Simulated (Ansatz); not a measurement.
The compound is TcF2 (1T sheet).

The cell holds 3 atoms: 1 Tc and 2 F. Cell: a = 2.835 Å, b = 2.835 Å, c = 28.981 Å, α = 90.0°, β = 90.0°, γ = 120.0°. Vacuum lies along c.

```
Tc F
1.0
     0.00000    2.00436    2.00436
     2.00436   -2.00436    0.00000
    16.73236   16.73236  -16.73236
Tc F
1 2
Direct
  0.00000 0.00000 0.32074
  0.33333 0.66667 0.37003
  0.66667 0.33333 0.27144
```

The structure was relaxed with PBE. The structure was generated from a model, not taken from a measurement. The runs that relaxed it are not among those shown. The program's search for lower electronic states was switched off, so nothing shows that the state found is the lowest. PAW set soft_2, made with PBE.

A constrained-RPA run (Ansatz 0.2.0; non-magnetic PBE; Tc d + anion p, bands v9 to c2, 6×6×1 mesh, medium accuracy) builds 11 functions on bands 10 eV wide, with 17.0 electrons in the window. The bare on-site interaction is 15.5 eV and the bare J 0.60 eV.

**Question.** Estimate U, U′ and J.

On the Tc d shell, U = 7.64 eV (49 % of the bare value), U′ = 6.71 eV, J = 0.46 eV.

The parent state is non-magnetic and the interaction static (zero frequency); U depends on the window and the orbitals, so it belongs to this model alone. A window that holds the anion p bands defines a model with explicit ligands; its U belongs to that model and is not the U of DFT+U.

[Paths, hosts, dates, memory and timing lines, banners, echoed tables and standing remarks are left out of the program output.]

[Logs are printed without paths, hosts, clocks, repeated set-up lines and the standing remarks that a program may print on its own settings, such as how far it seeks lower states.]

[Runs of the session that timed out or met a known fault of the program may be left out.]

[Hosts, paths, dates, database ids (printed as entryN), source tags and the programs' standing remarks are cut or masked in the printed files.]
